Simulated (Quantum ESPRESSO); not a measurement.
# Magnetic state of MnSi15 (Si32 Mn2 d2p35) from several starts

Does MnSi15 (Si32 Mn2 d2p35) prefer parallel or opposed moments?

Calculated with Quantum ESPRESSO 7.5; PBE; plane waves with GBRV 1.5 PBE potentials, no spin-orbit coupling.

## 1. Set-up

Symmetry: C2/m, No. 12, monoclinic system. The conventional cell has a = 15.361 Å, b = 15.361 Å, c = 5.431 Å, α = 90.00°, β = 90.00°, γ = 90.00°. Mn has 3 Si at 2.35 Å and 1 Mn at 2.35 Å nearest. Nearest to Si lie 3 Si at 2.35 Å and 1 Mn at 2.35 Å. Nearest to Si lie 4 Si at 2.35 Å. Nearest to Si lie 4 Si at 2.35 Å. substitutional dopants on the host's measured lattice, atoms not relaxed. Farther neighbours are not listed.

The cell was typed by rule, not taken from a database of measured structures.

## 2. Run 1, typed as ferro ++

The signs are those of the starting moments on the seeded atoms, the atoms that are given a moment.

pw.in reads:

```
&CONTROL
  calculation = 'scf'
  prefix = 'pwscf'
  outdir = './tmp'
  pseudo_dir = './pseudo'
  disk_io = 'nowf'
/
&SYSTEM
  ibrav = 0
  celldm(1) = 8
  nat = 32
  ntyp = 2
  ecutwfc = 40
  ecutrho = 280
  nbnd = 107
  occupations = 'smearing'
  smearing = 'fd'
  degauss = 0.00367493
  nspin = 2
  starting_magnetization(1) = 0.3
  starting_magnetization(2) = 0
/
&ELECTRONS
  conv_thr = 6.4d-08
  electron_maxstep = 150
  mixing_beta = 0.3
/
ATOMIC_SPECIES
Mn     54.9380 mn_pbe_v1.5.uspp.F.UPF
Si     28.0850 si_pbe_v1.uspp.F.UPF
CELL_PARAMETERS alat
   2.5657756457106    0.0000000000000    0.0000000000000
   0.0000000000000    2.5657756457106    0.0000000000000
   0.0000000000000    0.0000000000000    1.2828878228553
ATOMIC_POSITIONS crystal
Mn      0.0000000000    0.0000000000    0.0000000000
Mn      0.1250000000    0.1250000000    0.2500000000
Si      0.0000000000    0.2500000000    0.5000000000
Si      0.1250000000    0.3750000000    0.7500000000
Si      0.2500000000    0.0000000000    0.5000000000
Si      0.3750000000    0.1250000000    0.7500000000
Si      0.2500000000    0.2500000000    0.0000000000
Si      0.3750000000    0.3750000000    0.2500000000
Si      0.0000000000    0.5000000000    0.0000000000
Si      0.1250000000    0.6250000000    0.2500000000
Si      0.0000000000    0.7500000000    0.5000000000
Si      0.1250000000    0.8750000000    0.7500000000
Si      0.2500000000    0.5000000000    0.5000000000
Si      0.3750000000    0.6250000000    0.7500000000
Si      0.2500000000    0.7500000000    0.0000000000
Si      0.3750000000    0.8750000000    0.2500000000
Si      0.5000000000    0.0000000000    0.0000000000
Si      0.6250000000    0.1250000000    0.2500000000
Si      0.5000000000    0.2500000000    0.5000000000
Si      0.6250000000    0.3750000000    0.7500000000
Si      0.7500000000    0.0000000000    0.5000000000
Si      0.8750000000    0.1250000000    0.7500000000
Si      0.7500000000    0.2500000000    0.0000000000
Si      0.8750000000    0.3750000000    0.2500000000
Si      0.5000000000    0.5000000000    0.0000000000
Si      0.6250000000    0.6250000000    0.2500000000
Si      0.5000000000    0.7500000000    0.5000000000
Si      0.6250000000    0.8750000000    0.7500000000
Si      0.7500000000    0.5000000000    0.5000000000
Si      0.8750000000    0.6250000000    0.7500000000
Si      0.7500000000    0.7500000000    0.0000000000
Si      0.8750000000    0.8750000000    0.2500000000
K_POINTS automatic
3 3 5 0 0 0
```

The run is started by

```bash
$ OMP_NUM_THREADS=1 mpirun -n 4 pw.x -nk 4 -in pw.in > pw.out
```

The program printed:

```text
Program PWSCF v.7.5 starts

     Message from routine setup:
     using ibrav=0 with symmetry is DISCOURAGED, use correct ibrav instead

     K-points division:     npool     =       4
     Subspace diagonalization in iterative solution of the eigenvalue problem:

     G-vector sticks info
     --------------------
     sticks:   dense  smooth     PW     G-vecs:    dense   smooth      PW
     Sum        9393    5377   1473               342127   147905   21125

     Using Slab Decomposition

     bravais-lattice index     =            0
     lattice parameter (alat)  =       8.0000  a.u.
     unit-cell volume          =    4324.1027 (a.u.)^3
     number of atoms/cell      =           32
     number of atomic types    =            2
     number of electrons       =       150.00
     number of Kohn-Sham states=          107
     kinetic-energy cutoff     =      40.0000  Ry
     charge density cutoff     =     280.0000  Ry
     scf convergence threshold =      6.4E-08
     mixing beta               =       0.3000
     number of iterations used =            8  plain     mixing
     Exchange-correlation= SLA  PW   PBE  PBE
                           (   1   4   3   4   0   0   0)

     celldm(1)=   8.000000  celldm(2)=   0.000000  celldm(3)=   0.000000
     celldm(4)=   0.000000  celldm(5)=   0.000000  celldm(6)=   0.000000

     crystal axes: (cart. coord. in units of alat)
               a(1) = (   2.565776   0.000000   0.000000 )
               a(2) = (   0.000000   2.565776   0.000000 )
               a(3) = (   0.000000   0.000000   1.282888 )

     reciprocal axes: (cart. coord. in units 2 pi/alat)
               b(1) = (  0.389746  0.000000  0.000000 )
               b(2) = (  0.000000  0.389746  0.000000 )
               b(3) = (  0.000000  0.000000  0.779491 )

     PseudoPot. # 1 for Mn read from file:
     mn_pbe_v1.5.uspp.F.UPF
     Pseudo is Ultrasoft + core correction, Zval = 15.0
     Generated by new atomic code, or converted to UPF format
     Using radial grid of  859 points,  6 beta functions with:
                l(1) =   0
                l(2) =   0
                l(3) =   1
                l(4) =   1
                l(5) =   2
                l(6) =   2
     Q(r) pseudized with  8 coefficients,  rinner =    0.950   0.950   0.950
                                                       0.950   0.950

     PseudoPot. # 2 for Si read from file:
     si_pbe_v1.uspp.F.UPF
     Pseudo is Ultrasoft + core correction, Zval =  4.0
     Generated by new atomic code, or converted to UPF format
     Using radial grid of  899 points,  6 beta functions with:
                l(1) =   0
                l(2) =   0
                l(3) =   1
                l(4) =   1
                l(5) =   2
                l(6) =   2
     Q(r) pseudized with  8 coefficients,  rinner =    0.900   0.900   0.900
                                                       0.900   0.900

     atomic species   valence    mass     pseudopotential
     Mn               15.00    54.93800     Mn( 1.00)
     Si                4.00    28.08500     Si( 1.00)

     Starting magnetic structure
     atomic species   magnetization
     Mn              0.300
     Si              0.000

      2 Sym. Ops. (no inversion) found

   Cartesian axes

     site n.     atom                  positions (alat units)
         1        Mn     tau(   1) = (   0.0000000   0.0000000   0.0000000  )
         2        Mn     tau(   2) = (   0.3207220   0.3207220   0.3207220  )
         3        Si     tau(   3) = (   0.0000000   0.6414439   0.6414439  )
         4        Si     tau(   4) = (   0.3207220   0.9621659   0.9621659  )
         5        Si     tau(   5) = (   0.6414439   0.0000000   0.6414439  )
         6        Si     tau(   6) = (   0.9621659   0.3207220   0.9621659  )
         7        Si     tau(   7) = (   0.6414439   0.6414439   0.0000000  )
         8        Si     tau(   8) = (   0.9621659   0.9621659   0.3207220  )
         9        Si     tau(   9) = (   0.0000000   1.2828878   0.0000000  )
        10        Si     tau(  10) = (   0.3207220   1.6036098   0.3207220  )
        11        Si     tau(  11) = (   0.0000000   1.9243317   0.6414439  )
        12        Si     tau(  12) = (   0.3207220   2.2450537   0.9621659  )
        13        Si     tau(  13) = (   0.6414439   1.2828878   0.6414439  )
        14        Si     tau(  14) = (   0.9621659   1.6036098   0.9621659  )
        15        Si     tau(  15) = (   0.6414439   1.9243317   0.0000000  )
        16        Si     tau(  16) = (   0.9621659   2.2450537   0.3207220  )
        17        Si     tau(  17) = (   1.2828878   0.0000000   0.0000000  )
        18        Si     tau(  18) = (   1.6036098   0.3207220   0.3207220  )
        19        Si     tau(  19) = (   1.2828878   0.6414439   0.6414439  )
        20        Si     tau(  20) = (   1.6036098   0.9621659   0.9621659  )
        21        Si     tau(  21) = (   1.9243317   0.0000000   0.6414439  )
        22        Si     tau(  22) = (   2.2450537   0.3207220   0.9621659  )
        23        Si     tau(  23) = (   1.9243317   0.6414439   0.0000000  )
        24        Si     tau(  24) = (   2.2450537   0.9621659   0.3207220  )
        25        Si     tau(  25) = (   1.2828878   1.2828878   0.0000000  )
        26        Si     tau(  26) = (   1.6036098   1.6036098   0.3207220  )
        27        Si     tau(  27) = (   1.2828878   1.9243317   0.6414439  )
        28        Si     tau(  28) = (   1.6036098   2.2450537   0.9621659  )
        29        Si     tau(  29) = (   1.9243317   1.2828878   0.6414439  )
        30        Si     tau(  30) = (   2.2450537   1.6036098   0.9621659  )
        31        Si     tau(  31) = (   1.9243317   1.9243317   0.0000000  )
        32        Si     tau(  32) = (   2.2450537   2.2450537   0.3207220  )

     number of k points=    16  Fermi-Dirac smearing, width (Ry)=  0.0037
                       cart. coord. in units 2pi/alat
        k(    1) = (   0.0000000   0.0000000   0.0000000), wk =   0.0222222
        k(    2) = (   0.0000000   0.0000000   0.1558983), wk =   0.0444444
        k(    3) = (   0.0000000   0.0000000   0.3117966), wk =   0.0444444
        k(    4) = (   0.0000000   0.1299152   0.0000000), wk =   0.0888889
        k(    5) = (   0.0000000   0.1299152   0.1558983), wk =   0.0888889
        [... 11 further k-points ...]

     Dense  grid:   342127 G-vectors     FFT dimensions: ( 120, 120,  60)

     Smooth grid:   147905 G-vectors     FFT dimensions: (  90,  90,  45)

     Check: negative core charge=   -0.000006
     Generating pointlists ...
     new r_m :   0.2291 (alat units)  1.8332 (a.u.) for type    1
     new r_m :   0.2291 (alat units)  1.8332 (a.u.) for type    2

     Initial potential from superposition of free atoms

     starting charge     148.9797, renormalised to     150.0000
     Starting wfcs are  146 randomized atomic wfcs

     Self-consistent Calculation

     iteration #  1     ecut=    40.00 Ry     beta= 0.30
     Davidson diagonalization with overlap
     ethr =  1.00E-02,  avg # of iterations =  3.1

     total energy              =    -700.87151031 Ry
     estimated scf accuracy    <      21.14425567 Ry

     total magnetization       =     3.52 Bohr mag/cell
     absolute magnetization    =     4.02 Bohr mag/cell

     iteration #  2     ecut=    40.00 Ry     beta= 0.30
     Davidson diagonalization with overlap
     ethr =  1.00E-02,  avg # of iterations =  4.0

     total energy              =    -701.83199167 Ry
     estimated scf accuracy    <     207.88291626 Ry

     total magnetization       =     0.21 Bohr mag/cell
     absolute magnetization    =     0.52 Bohr mag/cell

     iteration #  3     ecut=    40.00 Ry     beta= 0.30
     Davidson diagonalization with overlap
     ethr =  1.00E-02,  avg # of iterations =  4.8

     total energy              =    -709.04656494 Ry
     estimated scf accuracy    <      30.04820380 Ry

     total magnetization       =     2.26 Bohr mag/cell
     absolute magnetization    =     2.95 Bohr mag/cell

     [... further iterations left out ...]

     iteration # 28     ecut=    40.00 Ry     beta= 0.30
     Davidson diagonalization with overlap
     ethr =  4.14E-10,  avg # of iterations =  2.2

     total energy              =    -709.97801982 Ry
     estimated scf accuracy    <       0.00000182 Ry

     total magnetization       =     2.30 Bohr mag/cell
     absolute magnetization    =     3.87 Bohr mag/cell

     iteration # 29     ecut=    40.00 Ry     beta= 0.30
     Davidson diagonalization with overlap
     ethr =  4.14E-10,  avg # of iterations =  2.0

     total energy              =    -709.97802029 Ry
     estimated scf accuracy    <       0.00000058 Ry

     total magnetization       =     2.30 Bohr mag/cell
     absolute magnetization    =     3.87 Bohr mag/cell

     iteration # 30     ecut=    40.00 Ry     beta= 0.30
     Davidson diagonalization with overlap
     ethr =  3.88E-10,  avg # of iterations =  2.0

     total energy              =    -709.97802057 Ry
     estimated scf accuracy    <       0.00000009 Ry

     total magnetization       =     2.30 Bohr mag/cell
     absolute magnetization    =     3.87 Bohr mag/cell

     iteration # 31     ecut=    40.00 Ry     beta= 0.30
     Davidson diagonalization with overlap
     ethr =  5.94E-11,  avg # of iterations =  4.0

     Magnetic moment per site  (integrated on atomic sphere of radius R)
     atom   1 (R=0.229)  charge= 13.0178  magn=  1.3643
     atom   2 (R=0.229)  charge= 13.0175  magn=  1.3709
     atom   3 (R=0.229)  charge=  1.8258  magn= -0.0359
     atom   4 (R=0.229)  charge=  1.8188  magn=  0.0007
     atom   5 (R=0.229)  charge=  1.8258  magn= -0.0359
     atom   6 (R=0.229)  charge=  1.8188  magn=  0.0007
     atom   7 (R=0.229)  charge=  1.8291  magn= -0.0385
     atom   8 (R=0.229)  charge=  1.8221  magn=  0.0006
     atom   9 (R=0.229)  charge=  1.8229  magn= -0.0052
     atom  10 (R=0.229)  charge=  1.8229  magn= -0.0052
     atom  11 (R=0.229)  charge=  1.8188  magn=  0.0007
     atom  12 (R=0.229)  charge=  1.8258  magn= -0.0357
     atom  13 (R=0.229)  charge=  1.8240  magn= -0.0043
     atom  14 (R=0.229)  charge=  1.8239  magn= -0.0034
     atom  15 (R=0.229)  charge=  1.8208  magn= -0.0025
     atom  16 (R=0.229)  charge=  1.8208  magn= -0.0025
     atom  17 (R=0.229)  charge=  1.8229  magn= -0.0052
     atom  18 (R=0.229)  charge=  1.8229  magn= -0.0052
     atom  19 (R=0.229)  charge=  1.8240  magn= -0.0043
     atom  20 (R=0.229)  charge=  1.8239  magn= -0.0034
     atom  21 (R=0.229)  charge=  1.8188  magn=  0.0007
     atom  22 (R=0.229)  charge=  1.8258  magn= -0.0357
     atom  23 (R=0.229)  charge=  1.8208  magn= -0.0025
     atom  24 (R=0.229)  charge=  1.8208  magn= -0.0025
     atom  25 (R=0.229)  charge=  1.8233  magn= -0.0051
     atom  26 (R=0.229)  charge=  1.8233  magn= -0.0051
     atom  27 (R=0.229)  charge=  1.8239  magn= -0.0035
     atom  28 (R=0.229)  charge=  1.8240  magn= -0.0043
     atom  29 (R=0.229)  charge=  1.8239  magn= -0.0035
     atom  30 (R=0.229)  charge=  1.8240  magn= -0.0043
     atom  31 (R=0.229)  charge=  1.8221  magn=  0.0006
     atom  32 (R=0.229)  charge=  1.8291  magn= -0.0383

     End of self-consistent calculation

     [... lines left out ...]
     the Fermi energy is     6.2329 ev

!    total energy              =    -709.97802077 Ry
     estimated scf accuracy    <       0.00000005 Ry
     smearing contrib. (-TS)   =      -0.00300957 Ry
     internal energy E=F+TS    =    -709.97501120 Ry

     The total energy is F=E-TS. E is the sum of the following terms:
     one-electron contribution =    -427.87547636 Ry
     hartree contribution      =     274.05996569 Ry
     xc contribution           =    -182.02451138 Ry
     ewald contribution        =    -374.13498915 Ry

     total magnetization       =     2.29 Bohr mag/cell
     absolute magnetization    =     3.87 Bohr mag/cell

     convergence has been achieved in  31 iterations

=------------------------------------------------------------------------------=
   JOB DONE.
=------------------------------------------------------------------------------=
```

Wall time 28 min (4 MPI ranks of Arm Neoverse V2, shared host); peak memory 3.8 GiB.

Spin moment in the atom's sphere by element, in μB:

```csv
element,atoms,mean,spread (r.m.s.),least,largest
Mn,2,1.37,0.00,1.36,1.37
Si,30,-0.01,0.01,-0.04,0.00
```

The atoms farthest from the mean of their element:

```csv
atom,"x, y, z (Å)",spin moment in the atom's sphere (μB)
Si7,"2.72, 2.72, 0.00",-0.04
Si32,"9.50, 9.50, 1.36",-0.04
Si3,"0.00, 2.72, 2.72",-0.04
Si5,"2.72, 0.00, 2.72",-0.04
Si22,"9.50, 1.36, 4.07",-0.04
Si12,"1.36, 9.50, 4.07",-0.04
Si4,"1.36, 4.07, 4.07",0.00
Si6,"4.07, 1.36, 4.07",0.00
```

Read from the output:

```
smearing term TS       : 0.04095 eV
magnetization          : 2.295 μB
absolute magnetization : 3.866 μB
final state            : ferromagnetic
```

(Part 1 of 2 ends here.)

[Logs and program files are shortened in this print: banners, set-up blocks, solver, clock and traceback lines can be left out without a mark of their own.]

[Logs are printed without paths, hosts, clocks, repeated set-up lines and the standing remarks that a program may print on its own settings, such as how far it seeks lower states.]

[Hosts, paths, dates, database ids (printed as entryN), source tags and the programs' standing remarks are cut or masked in the printed files.]

[Where a cell is said to come from a database of computed structures, the database is the Materials Project.]
